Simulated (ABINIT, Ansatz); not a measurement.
# Ruthenium (P6_3/mmc): phonons by linear response

Aim: the phonon dispersion of Ruthenium (P6_3/mmc), checked by a second program.

Main program and level: ABINIT 10.8.3; DFT PBEsol, scalar-relativistic, plane waves, PseudoDojo norm-conserving pseudopotentials.

Most raw output is cut from this account.

## Step 1: The starting structure

The structure is hexagonal, space group P6_3/mmc (No. 194). The conventional cell has a = 2.706 Å, b = 2.706 Å, c = 4.282 Å, α = 90.00°, β = 90.00°, γ = 120.00°. Nearest to Ru lie 12 Ru at 2.65 to 2.71 Å.

## Step 2: A probe with smearing

A first run with smearing and empty bands tells whether the crystal has a gap, which decides between fixed occupations and smearing later on.

File probe.abi:

```
# ground state
tolvrs 1.0d-08
prtden 1
prtwf 1

# basis, mesh and filling
ecut 38.0
ngkpt 9 9 4
nshiftk 1
shiftk 0.0 0.0 0.0
istwfk *1
occopt 7
tsmear 0.005
nband 24
nstep 100
diemac 9.0
prtebands 0
prtgsr 0

# cell and atoms
acell 5.113220948 5.113220948 8.091618293
rprim 
    1.0 0.0 0.0
    -0.5 0.8660254038 0.0
    0.0 0.0 1.0
ntypat 1
znucl 44
natom 2
typat 1 1
xred 
    1/3 2/3 0.25
    2/3 1/3 0.75
pp_dirpath "./pseudo"
pseudos "Ru.upf"
```

Launch:

```sh
> OMP_NUM_THREADS=1 mpirun -n 16 abinit probe.abi > probe.log
```

Elapsed: 5.2 s, on 16 MPI ranks of Arm Neoverse V2, shared host; 80 s of CPU time.

This step gave:

```yaml
volume_per_atom: 13.57 Å³
pressure: -6.510 GPa
gap_on_the_k_mesh: 0 eV
```

No gap opens on this mesh, so smearing is kept; the printed pressure holds the stress of the finite basis too.

## Step 3: Relaxing the cell and atoms

The harmonic expansion needs vanishing forces, and a free crystal bears no stress, so cell and atoms are brought to rest. Stress is more sensitive to the basis than forces are: the last 3 Ha under the cutoff are smoothed with ecutsm, and the cutoff is raised above that of the later runs.

File relax.abi:

```
# relaxation
ionmov 2
optcell 2
dilatmx 1.08
ntime 40
tolmxf 1.0d-05
tolvrs 1.0d-14
prtwf 0
prtden 0
chksymtnons 0

# basis, mesh and filling
ecut 47.0
ecutsm 3.0
ngkpt 12 12 6
nshiftk 1
shiftk 0.0 0.0 0.0
istwfk *1
occopt 7
tsmear 0.01
nband 24
nstep 100
diemac 1000000.0
prtebands 0
prtgsr 0

# cell and atoms
acell 5.113220948 5.113220948 8.091618293
rprim 
    1.0 0.0 0.0
    -0.5 0.8660254038 0.0
    0.0 0.0 1.0
ntypat 1
znucl 44
natom 2
typat 1 1
xred 
    1/3 2/3 0.25
    2/3 1/3 0.75
pp_dirpath "./pseudo"
pseudos "Ru.upf"
```

Launch:

```sh
> OMP_NUM_THREADS=1 mpirun -n 16 abinit relax.abi > relax.log
```

Wall time 55 s (16 MPI ranks); 14 min of CPU time.

Relaxation path:

| step | energy less that of the first step (eV) | largest force (eV/Å) | volume (Å³) |
| --- | --- | --- | --- |
| 1 | 0.0000 | 0.0000 | 27.15 |
| 2 | -0.0081 | 0.0000 | 26.68 |
| 3 | -0.0081 | 0.0000 | 26.69 |
| 4 | -0.0081 | 0.0000 | 26.69 |
| 5 | -0.0081 | 0.0000 | 26.69 |

| conventional cell, symmetrised | before | after | change |
| --- | --- | --- | --- |
| a (Å) | 2.706 | 2.690 | -0.6 % |
| b (Å) | 2.706 | 2.690 | -0.6 % |
| c (Å) | 4.282 | 4.258 | -0.6 % |
| volume (Å³/atom) | 13.57 | 13.35 | -1.7 % |

The relaxed structure:

```
Ru
1.0
     2.69047    0.00000    0.00000
    -1.34524    2.33002    0.00000
     0.00000    0.00000    4.25812
Ru
2
Direct
  0.33333 0.66667 0.25000
  0.66667 0.33333 0.75000
```

This step gave:

| Quantity | Value |
| --- | --- |
| volume per atom | 13.35 Å³ |
| pressure | -0.001957 GPa |

The volume changes by -1.7 % in this run and stands -1.7 % from the first cell.

## Step 4: Self-consistent run for the response

First-order wavefunctions inherit every error of the ground state, hence the very tight tolvrs. Smearing stays on, as the first look found no gap above 0.3 eV.

File gs.abi:

```
# ground state
tolvrs 1.0d-16
prtden 1
prtwf 1

# basis, mesh and filling
ecut 38.0
ngkpt 12 12 6
nshiftk 1
shiftk 0.0 0.0 0.0
istwfk *1
occopt 7
tsmear 0.01
nband 24
nstep 100
diemac 1000000.0
prtebands 0
prtgsr 0

# cell and atoms
acell 5.084252392 5.084252392 8.046672559
rprim 
    1.0 0.0 0.0
    -0.5 0.8660254038 0.0
    0.0 0.0 1.0
ntypat 1
znucl 44
natom 2
typat 1 1
xred 
    1/3 2/3 0.25
    2/3 1/3 0.75
pp_dirpath "./pseudo"
pseudos "Ru.upf"
```

Launch:

```sh
> OMP_NUM_THREADS=1 mpirun -n 16 abinit gs.abi > gs.log
```

Elapsed: 9.1 s, on 16 MPI ranks.

Numbers from this step:

```
pressure : -0.9696 GPa
```

The cell stands at -0.97 GPa: the relaxation ran with a smoothed and higher cutoff, and the difference is a stress of the finite basis.

## Step 5: Linear response at Γ

At q = 0 one unit cell holds all displacements. The response is solved for single atoms along the cell's directions, and symmetry skips those that follow from others. The crystal is treated as a metal, which screens a static field, so no field response is asked.

File dfpt_gamma.abi:

```

# common to the responses
getwfk_filepath "gso_WFK"
kptopt 2
nqpt 1
qpt 0.0 0.0 0.0
asr 0
chneut 0

# displacements
rfphon 1
rfatpol 1 2
rfdir 1 1 1
tolvrs 1.0d-10
prtwf 0
prtpot 1

# basis, mesh and filling
ecut 38.0
ngkpt 12 12 6
nshiftk 1
shiftk 0.0 0.0 0.0
istwfk *1
occopt 7
tsmear 0.01
nband 24
nstep 100
diemac 1000000.0
prtebands 0
prtgsr 0

# cell and atoms
acell 5.084252392 5.084252392 8.046672559
rprim 
    1.0 0.0 0.0
    -0.5 0.8660254038 0.0
    0.0 0.0 1.0
ntypat 1
znucl 44
natom 2
typat 1 1
xred 
    1/3 2/3 0.25
    2/3 1/3 0.75
pp_dirpath "./pseudo"
pseudos "Ru.upf"
```

Launch:

```sh
> OMP_NUM_THREADS=1 mpirun -n 16 abinit dfpt_gamma.abi > dfpt_gamma.log
```

It took 43 s on 16 MPI ranks; 11 min of CPU time.

This step gave:

```
largest acoustic frequency at the zone centre before the sum rule : -4.63 cm⁻¹
highest optical zone-centre mode (no LO-TO term)                  : 268.7 cm⁻¹
lowest optical zone-centre mode                                   : 198.4 cm⁻¹
```

The acoustic modes at Γ come out as far as 4.6 cm⁻¹ from zero, where they should vanish, a small numerical error.

## Step 6: Phonons on a q mesh

Linear response treats each wavevector of the 3×3×2 mesh in the unit cell; the first-order potentials are kept for the electron-phonon matrix elements.

File dfpt_q.abi:

```
ndtset 5

# wavevectors
qpt1 0.3333333333 0.0 0.0
qpt2 0.3333333333 0.3333333333 0.0
qpt3 0.0 0.0 0.5
qpt4 0.3333333333 0.0 0.5
qpt5 0.3333333333 0.3333333333 0.5

# displacements
getwfk_filepath "gso_WFK"
getwfq_filepath "gso_WFK"
kptopt 3
nqpt 1
rfphon 1
rfatpol 1 2
rfdir 1 1 1
tolvrs 1.0d-10
prtwf 0
prtpot 1

# basis, mesh and filling
ecut 38.0
ngkpt 12 12 6
nshiftk 1
shiftk 0.0 0.0 0.0
istwfk *1
occopt 7
tsmear 0.01
nband 24
nstep 100
diemac 1000000.0
prtebands 0
prtgsr 0

# cell and atoms
acell 5.084252392 5.084252392 8.046672559
rprim 
    1.0 0.0 0.0
    -0.5 0.8660254038 0.0
    0.0 0.0 1.0
ntypat 1
znucl 44
natom 2
typat 1 1
xred 
    1/3 2/3 0.25
    2/3 1/3 0.75
pp_dirpath "./pseudo"
pseudos "Ru.upf"
```

Launch:

```sh
> OMP_NUM_THREADS=1 mpirun -n 16 abinit dfpt_q.abi > dfpt_q.log
```

Run time: 16 min. Hardware: 16 MPI ranks.

Read from the output:

```yaml
lowest_mode_on_the_q_mesh_acoustic_ones_at_the_zone_centre_apart: 139.5 cm⁻¹
```

Frequencies (cm⁻¹) before the sum rule at the irreducible wavevectors but Γ, which is solved apart; negative means imaginary. Frequencies by wavevector:

| q (fractions) | star | mode 1 | mode 2 | mode 3 | mode 4 | mode 5 | mode 6 |
| --- | --- | --- | --- | --- | --- | --- | --- |
| 0.3333 0 0 | 6 | 139.5 | 155.3 | 213.5 | 224.7 | 226.8 | 247.8 |
| 0.3333 0.3333 0 | 2 | 182.2 | 182.2 | 215.8 | 215.8 | 217.8 | 272.8 |
| 0 0 0.5 | 1 | 139.6 | 139.6 | 139.6 | 139.6 | 216.2 | 216.2 |
| 0.3333 0 0.5 | 6 | 172.6 | 172.6 | 194.8 | 194.8 | 268.3 | 268.3 |
| 0.3333 0.3333 0.5 | 2 | 184.8 | 184.8 | 242.2 | 242.2 | 246.9 | 246.9 |

## Step 7: Dispersion

anaddb transforms the dynamical matrices to force constants and back along the path; points of the mesh come back as solved, but for the sum rule and, in polar crystals, the LO-TO term at Γ; the rest is interpolation.

File anaddb.abi:

```
ddb_filepath "all_DDB"
output_file "anaddb.abo"
outdata_prefix "anaddb"
ifcflag 1
ngqpt 3 3 2
nqshft 1
q1shft 0.0 0.0 0.0
asr 1
chneut 0
dipdip 0
dipquad 0
quadquad 0
enunit 0
eivec 0
nph1l 93
qph1l 
    0.0 0.0 0.0 1.0
    0.05 0.0 0.0 1.0
    0.1 0.0 0.0 1.0
    0.15 0.0 0.0 1.0
    0.2 0.0 0.0 1.0
    0.25 0.0 0.0 1.0
    0.3 0.0 0.0 1.0
    0.35 0.0 0.0 1.0
    0.4 0.0 0.0 1.0
    0.45 0.0 0.0 1.0
    0.5 0.0 0.0 1.0
    0.48333333 0.03333333 0.0 1.0
    0.46666667 0.06666667 0.0 1.0
    0.45 0.1 0.0 1.0
    0.43333333 0.13333333 0.0 1.0
    0.41666667 0.16666667 0.0 1.0
    0.4 0.2 0.0 1.0
    0.38333333 0.23333333 0.0 1.0
    0.36666667 0.26666667 0.0 1.0
    0.35 0.3 0.0 1.0
    0.33333333 0.33333333 0.0 1.0
    0.3 0.3 0.0 1.0
    0.26666667 0.26666667 0.0 1.0
    0.23333333 0.23333333 0.0 1.0
    0.2 0.2 0.0 1.0
    0.16666667 0.16666667 0.0 1.0
    0.13333333 0.13333333 0.0 1.0
    0.1 0.1 0.0 1.0
    0.06666667 0.06666667 0.0 1.0
    0.03333333 0.03333333 0.0 1.0
    0.0 0.0 0.0 1.0
    0.0 0.0 0.05 1.0
    0.0 0.0 0.1 1.0
    0.0 0.0 0.15 1.0
    0.0 0.0 0.2 1.0
    0.0 0.0 0.25 1.0
    0.0 0.0 0.3 1.0
    0.0 0.0 0.35 1.0
    0.0 0.0 0.4 1.0
    0.0 0.0 0.45 1.0
    0.0 0.0 0.5 1.0
    0.05 0.0 0.5 1.0
    0.1 0.0 0.5 1.0
    0.15 0.0 0.5 1.0
    0.2 0.0 0.5 1.0
    0.25 0.0 0.5 1.0
    0.3 0.0 0.5 1.0
    0.35 0.0 0.5 1.0
    0.4 0.0 0.5 1.0
    0.45 0.0 0.5 1.0
    0.5 0.0 0.5 1.0
    0.48333333 0.03333333 0.5 1.0
    0.46666667 0.06666667 0.5 1.0
    0.45 0.1 0.5 1.0
    0.43333333 0.13333333 0.5 1.0
    0.41666667 0.16666667 0.5 1.0
    0.4 0.2 0.5 1.0
    0.38333333 0.23333333 0.5 1.0
    0.36666667 0.26666667 0.5 1.0
    0.35 0.3 0.5 1.0
    0.33333333 0.33333333 0.5 1.0
    0.3 0.3 0.5 1.0
    0.26666667 0.26666667 0.5 1.0
    0.23333333 0.23333333 0.5 1.0
    0.2 0.2 0.5 1.0
    0.16666667 0.16666667 0.5 1.0
    0.13333333 0.13333333 0.5 1.0
    0.1 0.1 0.5 1.0
    0.06666667 0.06666667 0.5 1.0
    0.03333333 0.03333333 0.5 1.0
    0.0 0.0 0.5 1.0
    0.5 0.0 0.5 1.0
    0.5 0.0 0.45 1.0
    0.5 0.0 0.4 1.0
    0.5 0.0 0.35 1.0
    0.5 0.0 0.3 1.0
    0.5 0.0 0.25 1.0
    0.5 0.0 0.2 1.0
    0.5 0.0 0.15 1.0
    0.5 0.0 0.1 1.0
    0.5 0.0 0.05 1.0
    0.5 0.0 0.0 1.0
    0.33333333 0.33333333 0.5 1.0
    0.33333333 0.33333333 0.45 1.0
    0.33333333 0.33333333 0.4 1.0
    0.33333333 0.33333333 0.35 1.0
    0.33333333 0.33333333 0.3 1.0
    0.33333333 0.33333333 0.25 1.0
    0.33333333 0.33333333 0.2 1.0
    0.33333333 0.33333333 0.15 1.0
    0.33333333 0.33333333 0.1 1.0
    0.33333333 0.33333333 0.05 1.0
    0.33333333 0.33333333 0.0 1.0
```

File mrgddb.in:

```
all_DDB
merged
6
dfpt_gammao_DDB
dfpt_qo_DS1_DDB
dfpt_qo_DS2_DDB
dfpt_qo_DS3_DDB
dfpt_qo_DS4_DDB
dfpt_qo_DS5_DDB
```

Launch:

```sh
> mrgddb < mrgddb.in > mrgddb.log
> OMP_NUM_THREADS=1 anaddb anaddb.abi > anaddb.log
```

Run time: 0.59 s. Hardware: 1 thread.

Numbers from this step:

* lowest frequency on the path: 0 cm⁻¹

Anaddb. Phonon branches along the path, in cm⁻¹:

| point | branch 1 | branch 2 | branch 3 | branch 4 | branch 5 | branch 6 |
| --- | --- | --- | --- | --- | --- | --- |
| Γ | 0 | 0 | 0 | 198 | 198 | 269 |
| halfway | 117 | 129 | 189 | 218 | 233 | 233 |
| M | 156 | 184 | 185 | 230 | 256 | 263 |
| halfway | 177 | 183 | 184 | 223 | 244 | 268 |
| K | 182 | 182 | 216 | 216 | 218 | 273 |
| halfway | 138 | 142 | 197 | 224 | 231 | 235 |
| Γ | 0 | 0 | 0 | 198 | 198 | 269 |
| halfway | 75 | 75 | 126 | 183 | 183 | 259 |
| A | 140 | 140 | 140 | 140 | 216 | 216 |
| halfway | 162 | 162 | 182 | 182 | 254 | 254 |
| L | 184 | 184 | 204 | 204 | 280 | 280 |
| halfway | 184 | 184 | 217 | 217 | 269 | 269 |
| H | 185 | 185 | 242 | 242 | 247 | 247 |
| halfway | 165 | 165 | 193 | 193 | 258 | 258 |
| A | 140 | 140 | 140 | 140 | 216 | 216 |
| jump to L | 184 | 184 | 204 | 204 | 280 | 280 |
| halfway | 173 | 184 | 185 | 224 | 268 | 272 |
| M | 156 | 184 | 185 | 230 | 256 | 263 |
| jump to H | 185 | 185 | 242 | 242 | 247 | 247 |
| halfway | 185 | 185 | 227 | 228 | 228 | 266 |
| K | 182 | 182 | 216 | 216 | 218 | 273 |

All branches are real along the path.

## Step 8: Density of states

Sums over the zone need many more wavevectors than were solved, so the interpolation is sampled on a dense mesh.

File anaddb.abi:

```
ddb_filepath "all_DDB"
output_file "anaddb.abo"
outdata_prefix "anaddb"
ifcflag 1
ngqpt 3 3 2
nqshft 1
q1shft 0.0 0.0 0.0
asr 1
chneut 0
dipdip 0
dipquad 0
quadquad 0
prtdos 2
ng2qpt 19 19 11
dosdeltae 4.5563e-06
ntemper 11
temperinc 100.0
tempermin 0.0
```

Launch:

```sh
> OMP_NUM_THREADS=1 anaddb anaddb.abi > anaddb.log
```

Run time: 0.72 s. Hardware: 1 thread.

This step gave:

* share of modes beyond 3i cm⁻¹ on the dense interpolated mesh: 0
* zero-point energy per atom: 37.86 meV
* heat capacity at 300 K: 22.98 J/(mol atoms K)
* vibrational entropy at 300 K: 27.28 J/(mol atoms K)

The phonon density of states has structure finer than the step of the table below, so its rows give means over 10 cm⁻¹, whole bins alone (the curve runs from -30 to 302 cm⁻¹). Peaks (cm⁻¹: height): 184.0: 0.104, 224.0: 0.0541, 266.0: 0.0720.

Tetrahedra. Phonon density of states against wavenumber; means over each step:

wavenumber (cm⁻¹), phonon density of states (1/cm⁻¹/cell) and a bar:
```
        0      0.000 
       10      0.000 
       20      0.000 
       30      0.000 
       40      0.001 
       50      0.001 
       60      0.001 #
       70      0.002 #
       80      0.003 #
       90      0.003 #
      100      0.004 ##
      110      0.006 ##
      120      0.008 ###
      130      0.010 ####
      140      0.014 ######
      150      0.018 ########
      160      0.028 ############
      170      0.039 ################
      180      0.073 ##############################
      190      0.056 #######################
      200      0.043 ##################
      210      0.040 ################
      220      0.052 #####################
      230      0.028 ###########
      240      0.022 #########
      250      0.040 ################
      260      0.057 ########################
      270      0.045 ###################
      280      0.006 ##
      290      0.000
```

Harmonic thermodynamic functions per atom, summed over the density of states scaled to three modes an atom; melting is ignored. Thermodynamic functions:

| T (K) | F_vib (meV/atom) | S (J/mol-atom/K) | C_V (J/mol-atom/K) |
| --- | --- | --- | --- |
| 0 | 37.86 | 0 | 0 |
| 50 | 37.75 | 0.957 | 3.291 |
| 100 | 35.99 | 6.338 | 12.91 |
| 200 | 22.95 | 18.35 | 20.82 |
| 300 | -0.93 | 27.28 | 22.98 |
| 400 | -32.85 | 34.02 | 23.81 |
| 500 | -70.98 | 39.38 | 24.21 |
| 600 | -114.2 | 43.82 | 24.43 |
| 700 | -161.6 | 47.6 | 24.57 |
| 800 | -212.7 | 50.88 | 24.65 |
| 900 | -266.9 | 53.79 | 24.71 |
| 1000 | -324.1 | 56.4 | 24.76 |

At 300 K the heat capacity has reached 92 % of the Dulong-Petit value.

## Step 9: A second program

A second program on the same cell, potentials, cutoff and meshes tests the implementation of the phonon response, not its convergence.

This step: DFT PBEsol, scalar-relativistic, plane waves, PseudoDojo norm-conserving pseudopotentials (Ansatz 0.2.0).

File input.yaml:

```yaml
crystal:
  lattice:
    - [2.6904705006, 0.0, 0.0]
    - [-1.3452352503, 2.3300158016, 0.0]
    - [0.0, 0.0, 4.2581157419]
  atoms:
    - { symbol: Ru, position: [0.3333333333, 0.6666666667, 0.25] }
    - { symbol: Ru, position: [0.6666666667, 0.3333333333, 0.75] }
kpoints:
  mp_grid: { grid: [12, 12, 6] }
hamiltonian:
  xc: pbesol
  pseudopotentials: { kind: nc, accuracy: standard }
scf:
  occupations: { method: gaussian, width: 0.27211 }
output:
  eigenvalues: true
basis:
  ecutwfc: 1034.033
phonons:
  method: dfpt
  qmesh: [3, 3, 2]
  temperatures: { t_max: 1000, t_step: 50 }
  qpath:
    path:
      - [[0.0, 0.0, 0.0], [0.5, 0.0, 0.0], [0.33333333, 0.33333333, 0.0], [0.0, 0.0, 0.0], [0.0, 0.0, 0.5], [0.5, 0.0, 0.5], [0.33333333, 0.33333333, 0.5], [0.0, 0.0, 0.5]]
      - [[0.5, 0.0, 0.5], [0.5, 0.0, 0.0]]
      - [[0.33333333, 0.33333333, 0.5], [0.33333333, 0.33333333, 0.0]]
    npoints: 10
  electrical_resistivity: { temperatures: [77, 300], mesh: [24, 24, 12] }
```

Launch:

```sh
> ansatz run input.yaml --threads 16 --pin off --max-ram 32768MiB --backend cpu --events-out ev --progress --plain --runs-dir out
```

The job ended after 2.7 min (16 threads; peak memory 2 GiB).

Numbers from this step:

```
sum-rule residual before enforcement             : 3.96e-4 eV/Å²
mean frequency                                   : 203.5 cm⁻¹
Debye temperature (second moment)                : 387 K
logarithmic mean frequency                       : 197.6 cm⁻¹
highest optical zone-centre mode (no LO-TO term) : 268.8 cm⁻¹
lowest optical zone-centre mode                  : 198.5 cm⁻¹
zero-point energy per atom                       : 37.85 meV
vibrational entropy at 300 K                     : 27.29 J/(mol atoms K)
```

## Step 10: The two compared: ABINIT PseudoDojo and Ansatz, PseudoDojo

Worked out from the results:

* root-mean-square difference: 0.04 cm⁻¹
* largest difference: 0.09 cm⁻¹
* root-mean-square difference on the path: 0 cm⁻¹
* largest difference on the path: 0.1 cm⁻¹

The interpolated bands of the two lie on top of each other.

At the solved wavevectors the largest difference (acoustic modes at Γ apart) is 0.03 % of the highest mode.

## Step 11: What came out

```json
{
 "space group after relaxation": "P6_3/mmc",
 "volume per atom": "13.3 Å³",
 "highest optical zone-centre mode (no LO-TO term)": "268.7 cm⁻¹",
 "lowest optical zone-centre mode": "198.4 cm⁻¹",
 "q mesh": "3×3×2",
 "lowest mode on the q mesh (acoustic ones at the zone centre apart)": "139.5 cm⁻¹",
 "zero-point energy per atom": "37.9 meV",
 "heat capacity at 300 K": "23.0 J/(mol atoms K)",
 "vibrational entropy at 300 K": "27.3 J/(mol atoms K)",
 "imaginary modes on the q mesh": "none",
 "largest difference from Ansatz, PseudoDojo": "0.09 cm⁻¹"
}
```

What this shows: Ruthenium (P6_3/mmc) is dynamically stable on the 3×3×2 mesh; its spectrum reaches 280 cm⁻¹. At the PBEsol level the optical modes of Ruthenium (P6_3/mmc) at the zone centre run from 198 to 269 cm⁻¹. Along axes with an odd number of divisions the mesh misses the zone-boundary points at one half, where instabilities often lie; those are only interpolated. The base run prints -0.97 GPa, mostly the error of a finite basis; the relaxation, with a smoothed and higher cutoff, had brought the cell to rest. ABINIT PseudoDojo and Ansatz, PseudoDojo agree to 0.09 cm⁻¹ (0.03 % of the highest mode compared) on all solved modes but the acoustic ones at Γ. These are harmonic frequencies at zero temperature: anharmonic shifts and linewidths and thermal expansion are left out. In a metal the frequencies hang on the k mesh and the smearing, most of all near Kohn anomalies. Ansatz warns that the cutoff lies 10 % under the one recommended for these files; agreement at one cutoff is not convergence. Electron-phonon sums were run after this but are left out, since no second program bore their λ out within 30 %; a λ that a log prints is not taken as a result. The q mesh stands for a supercell only 8.1 Å across, so branches between the solved wavevectors are rough.

[Host names and launcher messages were left out of these logs when they were recorded.]

[Logs are printed without paths, hosts, clocks, repeated set-up lines and the standing remarks that a program may print on its own settings, such as how far it seeks lower states.]

[Hosts, paths, dates, database ids (printed as entryN), source tags and the programs' standing remarks are cut or masked in the printed files.]
